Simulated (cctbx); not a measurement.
**Symmetry from intensities**

Cell: a = 11.9742 Å, b = 7.5690 Å, c = 6.8830 Å, α = 90.00°, β = 124.26°, γ = 90.00°. Expected content of the cell: Te12 Ag4 As4.

The data are simulated with cctbx, not measured: Mo Kα, λ = 0.71073 Å, to d = 0.7 Å, 50 % of the full sphere, strongest reflection 70000 counts, noise from counting, a 4 % proportional error and a noise floor of 2 counts (s.d.); no absorption.

Tests on the unmerged data give:

```text
3183 reflections to d = 0.700 A
centring   violations  <I/sigma> of those
    A        697 of  1602      7.2
    B        697 of  1556      7.4
    C          0 of  1618     -0.0
    I        709 of  1637      7.2
    R        961 of  2139      7.8
    F        697 of  2388      4.9
Laue class    unique    Rint  (classes that these axes allow; Friedel mates merged)
C 1 2/m 1         770   0.025
space group    extra absences  I>4sigma  <I/sigma>
C 1 2 1                 0          0         -  acentric
C 1 m 1                 0          0         -  acentric
C 1 2/m 1               0          0         -  centric
Wilson B = 2.05 A^2   <|E^2-1|> = 0.894 (0.968 centric, 0.736 acentric)   E^2>4: 3.4 %
shell (A)         n   <I/sigma>
 6.01 - 1.39     99     25.0
 1.39 - 1.11     98     24.5
 1.11 - 0.97     97     21.8
 0.97 - 0.88     95     22.1
 0.88 - 0.82     97     20.1
 0.82 - 0.77     93     17.9
 0.77 - 0.73     96     17.1
 0.73 - 0.70     95     14.3
```

Q: Read the symmetry from these tables.

The reflections that C centring forbids are absent (⟨I/σ⟩ near 0), so the lattice is C.

Only C 1 2/m 1 fits these axes (Rint 0.025); a search for a hidden higher lattice was not made.

3 settings pass the absence test. No glide or screw absences show, which leaves C 1 2 1, C 1 m 1 and C 1 2/m 1.

⟨|E²−1|⟩ = 0.894 leans to a centrosymmetric structure. The Wilson B of 2.05 Å² means U ≈ 0.0260 Å².

The true group is C2/m (no. 12), Laue class 2/m, centrosymmetric. The tables only narrow the choice to the tied entries; cell content, site symmetry and trial solutions must settle it.

This is a model crystal, built by substitution and not relaxed, with assumed displacement parameters.

[Logs are printed without paths, hosts, clocks, repeated set-up lines and the standing remarks that a program may print on its own settings, such as how far it seeks lower states.]
